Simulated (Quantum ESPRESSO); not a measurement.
## CuO (Tenorite): which magnetic order is lowest

Wanted: the moments of CuO (Tenorite) and the energy of each order that was tried.

Method: PBE with U = 6 eV on Cu d (ortho-atomic projectors); plane waves with GBRV 1.5 PBE potentials, no spin-orbit coupling, in Quantum ESPRESSO 7.5.

## Step 1: The structure

It takes space group C2/c (No. 15, monoclinic). Conventional cell: a = 4.684 Å, b = 3.423 Å, c = 5.129 Å, α = 90.00°, β = 99.54°, γ = 90.00°. Nearest to Cu lie 4 O at 1.95 to 1.96 Å. Nearest to O lie 4 Cu at 1.95 to 1.96 Å. Farther neighbours and most contacts between anions are not listed.

The cell comes from the Crystallography Open Database.

## Step 2: Start 1: ferro ++

The signs are those of the starting moments on the seeded atoms, the atoms that are given a moment.

pw.in reads:

```
&CONTROL
  calculation = 'scf'
  prefix = 'pwscf'
  outdir = './tmp'
  pseudo_dir = './pseudo'
  disk_io = 'nowf'
/
&SYSTEM
  ibrav = 0
  celldm(1) = 8
  nat = 4
  ntyp = 2
  ecutwfc = 40
  ecutrho = 280
  nbnd = 35
  occupations = 'smearing'
  smearing = 'fd'
  degauss = 0.00367493
  nspin = 2
  starting_magnetization(1) = 0.0526
  starting_magnetization(2) = 0
/
&ELECTRONS
  conv_thr = 8d-09
  electron_maxstep = 150
  mixing_beta = 0.3
/
ATOMIC_SPECIES
Cu     63.5460 cu_pbe_v1.2.uspp.F.UPF
O      15.9990 o_pbe_v1.2.uspp.F.UPF
CELL_PARAMETERS alat
   0.5531818906194   -0.4042360396340    0.0000000000000
   0.5531818906194    0.4042360396340    0.0000000000000
  -0.2007898793840    0.0000000000000    1.1947484912637
ATOMIC_POSITIONS crystal
Cu      0.0000000000    0.5000000000    0.0000000000
Cu      0.5000000000    0.0000000000    0.5000000000
O       0.5816000000    0.4184000000    0.2500000000
O       0.4184000000    0.5816000000    0.7500000000
K_POINTS automatic
8 8 8 0 0 0
HUBBARD {ortho-atomic}
U Cu-3d 6.0000
```

Run with:

```sh
$ OMP_NUM_THREADS=1 mpirun -n 4 pw.x -nk 4 -in pw.in > pw.out
```

Output:

```text
Program PWSCF v.7.5 starts

     Message from routine setup:
     using ibrav=0 with symmetry is DISCOURAGED, use correct ibrav instead

     K-points division:     npool     =       4
     Subspace diagonalization in iterative solution of the eigenvalue problem:

     G-vector sticks info
     --------------------
     sticks:   dense  smooth     PW     G-vecs:    dense   smooth      PW
     Sum         643     361    125                21647     9325    1767

     Using Slab Decomposition

     bravais-lattice index     =            0
     lattice parameter (alat)  =       8.0000  a.u.
     unit-cell volume          =     273.5769 (a.u.)^3
     number of atoms/cell      =            4
     number of atomic types    =            2
     number of electrons       =        50.00
     number of Kohn-Sham states=           35
     kinetic-energy cutoff     =      40.0000  Ry
     charge density cutoff     =     280.0000  Ry
     scf convergence threshold =      8.0E-09
     mixing beta               =       0.3000
     number of iterations used =            8  plain     mixing
     Exchange-correlation= SLA  PW   PBE  PBE
                           (   1   4   3   4   0   0   0)
     Hubbard projectors: ortho-atomic
     Hubbard parameters of DFT+U (Dudarev formulation) in eV:
     U(Cu-3d) =  6.0000

     Internal variables: lda_plus_u =T, lda_plus_u_kind = 0

     Internal variables: orbital_resolved =F, hub_pot_fix =F, apply_U = F

     celldm(1)=   8.000000  celldm(2)=   0.000000  celldm(3)=   0.000000
     celldm(4)=   0.000000  celldm(5)=   0.000000  celldm(6)=   0.000000

     crystal axes: (cart. coord. in units of alat)
               a(1) = (   0.553182  -0.404236   0.000000 )
               a(2) = (   0.553182   0.404236   0.000000 )
               a(3) = (  -0.200790   0.000000   1.194748 )

     reciprocal axes: (cart. coord. in units 2 pi/alat)
               b(1) = (  0.903862 -1.236901  0.151903 )
               b(2) = (  0.903862  1.236901  0.151903 )
               b(3) = ( -0.000000  0.000000  0.836996 )

     PseudoPot. # 1 for Cu read from file:
     cu_pbe_v1.2.uspp.F.UPF
     Pseudo is Ultrasoft + core correction, Zval = 19.0
     Generated by new atomic code, or converted to UPF format
     Using radial grid of  867 points,  6 beta functions with:
                l(1) =   0
                l(2) =   0
                l(3) =   1
                l(4) =   1
                l(5) =   2
                l(6) =   2
     Q(r) pseudized with  8 coefficients,  rinner =    1.150   1.150   1.150
                                                       1.150   1.150

     PseudoPot. # 2 for O  read from file:
     o_pbe_v1.2.uspp.F.UPF
     Pseudo is Ultrasoft + core correction, Zval =  6.0
     Generated by new atomic code, or converted to UPF format
     Using radial grid of  737 points,  5 beta functions with:
                l(1) =   0
                l(2) =   0
                l(3) =   1
                l(4) =   1
                l(5) =   2
     Q(r) pseudized with  8 coefficients,  rinner =    0.900   0.900   0.900
                                                       0.900   0.900

     atomic species   valence    mass     pseudopotential
     Cu               19.00    63.54600     Cu( 1.00)
     O                 6.00    15.99900     O ( 1.00)

     Starting magnetic structure
     atomic species   magnetization
     Cu              0.053
     O               0.000

      4 Sym. Ops., with inversion, found ( 2 have fractional translation)

   Cartesian axes

     site n.     atom                  positions (alat units)
         1        Cu     tau(   1) = (   0.2765909   0.2021180   0.0000000  )
         2        Cu     tau(   2) = (   0.1761960  -0.2021180   0.5973742  )
         3        O      tau(   3) = (   0.5029844  -0.0659713   0.2986871  )
         4        O      tau(   4) = (   0.4025895   0.0659713   0.8960614  )

     number of k points=   150  Fermi-Dirac smearing, width (Ry)=  0.0037

     Number of k-points >= 100: set verbosity='high' to print them.

     Dense  grid:    21647 G-vectors     FFT dimensions: (  30,  30,  54)

     Smooth grid:     9325 G-vectors     FFT dimensions: (  24,  24,  40)

     Check: negative core charge=   -0.000003
     Generating pointlists ...
     new r_m :   0.1901 (alat units)  1.5207 (a.u.) for type    1
     new r_m :   0.1901 (alat units)  1.5207 (a.u.) for type    2

     Initial potential from superposition of free atoms

     starting charge      48.0000, renormalised to      50.0000

     STARTING HUBBARD OCCUPATIONS:

     =================== HUBBARD OCCUPATIONS ===================
     ------------------------ ATOM    1 ------------------------
     Tr[ns(  1)] (up, down, total) =   5.00000  3.00000  8.00000
     Atomic magnetic moment for atom   1 =   2.00000
     [... lines left out ...]
     ------------------------ ATOM    2 ------------------------
     Tr[ns(  2)] (up, down, total) =   5.00000  3.00000  8.00000
     Atomic magnetic moment for atom   2 =   2.00000
     [... lines left out ...]
     Number of occupied Hubbard levels =   16.0000

     Atomic wfc used for Hubbard projectors are orthogonalized

     Starting wfcs are   34 randomized atomic wfcs +    1 random wfcs

     Self-consistent Calculation

     iteration #  1     ecut=    40.00 Ry     beta= 0.30
     Davidson diagonalization with overlap
     ethr =  1.00E-02,  avg # of iterations =  5.6

     =================== HUBBARD OCCUPATIONS ===================
     ------------------------ ATOM    1 ------------------------
     Tr[ns(  1)] (up, down, total) =   4.78403  3.73336  8.51739
     Atomic magnetic moment for atom   1 =   1.05067
     [... lines left out ...]
     ------------------------ ATOM    2 ------------------------
     Tr[ns(  2)] (up, down, total) =   4.78403  3.73336  8.51739
     Atomic magnetic moment for atom   2 =   1.05067
     [... lines left out ...]
     Number of occupied Hubbard levels =   17.0348

     total energy              =    -870.72626261 Ry
     estimated scf accuracy    <       3.63089018 Ry

     total magnetization       =     2.07 Bohr mag/cell
     absolute magnetization    =     2.54 Bohr mag/cell

     iteration #  2     ecut=    40.00 Ry     beta= 0.30
     Davidson diagonalization with overlap
     ethr =  7.26E-03,  avg # of iterations =  2.0

     total energy              =    -871.67823950 Ry
     estimated scf accuracy    <       0.88808813 Ry

     total magnetization       =     1.22 Bohr mag/cell
     absolute magnetization    =     1.29 Bohr mag/cell

     iteration #  3     ecut=    40.00 Ry     beta= 0.30
     Davidson diagonalization with overlap
     ethr =  1.78E-03,  avg # of iterations =  1.0

     total energy              =    -871.79419279 Ry
     estimated scf accuracy    <       0.06537624 Ry

     total magnetization       =     2.00 Bohr mag/cell
     absolute magnetization    =     2.06 Bohr mag/cell

     [... further iterations left out ...]

     iteration # 13     ecut=    40.00 Ry     beta= 0.30
     Davidson diagonalization with overlap
     ethr =  1.53E-09,  avg # of iterations =  1.0

     total energy              =    -871.81187539 Ry
     estimated scf accuracy    <       0.00000009 Ry

     total magnetization       =     2.00 Bohr mag/cell
     absolute magnetization    =     2.09 Bohr mag/cell

     iteration # 14     ecut=    40.00 Ry     beta= 0.30
     Davidson diagonalization with overlap
     ethr =  1.87E-10,  avg # of iterations =  2.0

     total energy              =    -871.81187548 Ry
     estimated scf accuracy    <          9.9E-09 Ry

     total magnetization       =     2.00 Bohr mag/cell
     absolute magnetization    =     2.09 Bohr mag/cell

     iteration # 15     ecut=    40.00 Ry     beta= 0.30
     Davidson diagonalization with overlap
     ethr =  1.99E-11,  avg # of iterations =  2.0

     total energy              =    -871.81187550 Ry
     estimated scf accuracy    <       0.00000001 Ry

     total magnetization       =     2.00 Bohr mag/cell
     absolute magnetization    =     2.09 Bohr mag/cell

     iteration # 16     ecut=    40.00 Ry     beta= 0.30
     Davidson diagonalization with overlap
     ethr =  1.99E-11,  avg # of iterations =  1.0

     Magnetic moment per site  (integrated on atomic sphere of radius R)
     atom   1 (R=0.190)  charge= 16.4254  magn=  0.7022
     atom   2 (R=0.190)  charge= 16.4254  magn=  0.7022
     atom   3 (R=0.190)  charge=  5.3814  magn=  0.2781
     atom   4 (R=0.190)  charge=  5.3814  magn=  0.2781

     End of self-consistent calculation

     =================== HUBBARD OCCUPATIONS ===================
     ------------------------ ATOM    1 ------------------------
     Tr[ns(  1)] (up, down, total) =   4.93798  4.25610  9.19408
     Atomic magnetic moment for atom   1 =   0.68188
     [... lines left out ...]
     ------------------------ ATOM    2 ------------------------
     Tr[ns(  2)] (up, down, total) =   4.93798  4.25610  9.19408
     Atomic magnetic moment for atom   2 =   0.68188
     [... lines left out ...]
     Number of occupied Hubbard levels =   18.3882

     Number of k-points >= 100: set verbosity='high' to print the bands.

     the Fermi energy is    11.8635 ev

!    total energy              =    -871.81187551 Ry
     estimated scf accuracy    <          5.2E-09 Ry
     smearing contrib. (-TS)   =      -0.00000517 Ry
     internal energy E=F+TS    =    -871.81187034 Ry

     The total energy is F=E-TS. E is the sum of the following terms:
     one-electron contribution =    -620.24181623 Ry
     hartree contribution      =     337.71568792 Ry
     xc contribution           =     -92.27547177 Ry
     ewald contribution        =    -497.16893300 Ry
     Hubbard energy            =       0.15866275 Ry

     total magnetization       =     2.00 Bohr mag/cell
     absolute magnetization    =     2.09 Bohr mag/cell

     convergence has been achieved in  16 iterations

=------------------------------------------------------------------------------=
   JOB DONE.
=------------------------------------------------------------------------------=
```

The job ended after 35 s (4 MPI ranks of AMD EPYC 9R45, shared host; peak memory 0.58 GiB).

Spin moment in the atom's sphere by atom:

```
atom  spin moment in the atom's sphere (μB)
 Cu1                                  0.702
 Cu2                                  0.702
  O3                                  0.278
  O4                                  0.278
```

Numbers from this step:

```yaml
smearing_term_ts: 7.03e-5 eV
magnetization: 2 μB
absolute_magnetization: 2.093 μB
final_state: ferromagnetic
```

Spin density in the ac plane of the conventional cell at fractional y = 0.250, with atoms of Cu within 0.2 Å of it.

Ten even steps from '0' (0.0 e/Å³) to '9' (2.9 e/Å³), each cell a mean:
```
00165000000000
00000000000000
00000000000000
00000000000000
00000000000000
00000000000000
00000000026400
00000000019600
00000000011200
00000000000000
00000000000000
00000000000000
00000000000000
00121000000000
00295000000000
```
Columns run along a (4.7 Å), rows up along c (5.1 Å), edges of the conventional cell, whose origin can differ from the input's. Atoms in or near the plane, at fractional coordinates: Cu at (0.25, 0.00), Cu at (0.75, 0.50).

Valence density in the ac plane of the conventional cell at fractional y = 0.250, with atoms of Cu within 0.2 Å of it. It is the smooth field of the valence electrons, not physical close to the nuclei.

Ten steps, logarithmic in the rise over the least value, from '0' (0 e/Å³) to '9' (58 e/Å³), each cell a mean:
```
02697300000000
01343111000000
00111122100000
00000123210000
00000122111100
00000011124420
00000000158841
00000000279841
00000000157521
11000000012111
22000000000012
22100000000012
11122100000011
01366310000000
02699410000000
```
Columns run along a (4.7 Å), rows up along c (5.1 Å), edges of the conventional cell, whose origin can differ from the input's. Atoms in or near the plane, at fractional coordinates: Cu at (0.25, 0.00), Cu at (0.75, 0.50).

(Continued in part 2 of 3.)

[Logs and program files are shortened in this print: banners, set-up blocks, solver, clock and traceback lines can be left out without a mark of their own.]

[Logs are printed without paths, hosts, clocks, repeated set-up lines and the standing remarks that a program may print on its own settings, such as how far it seeks lower states.]

[Hosts, paths, dates, database ids (printed as entryN), source tags and the programs' standing remarks are cut or masked in the printed files.]

[Where a cell is said to come from a database of computed structures, the database is the Materials Project.]
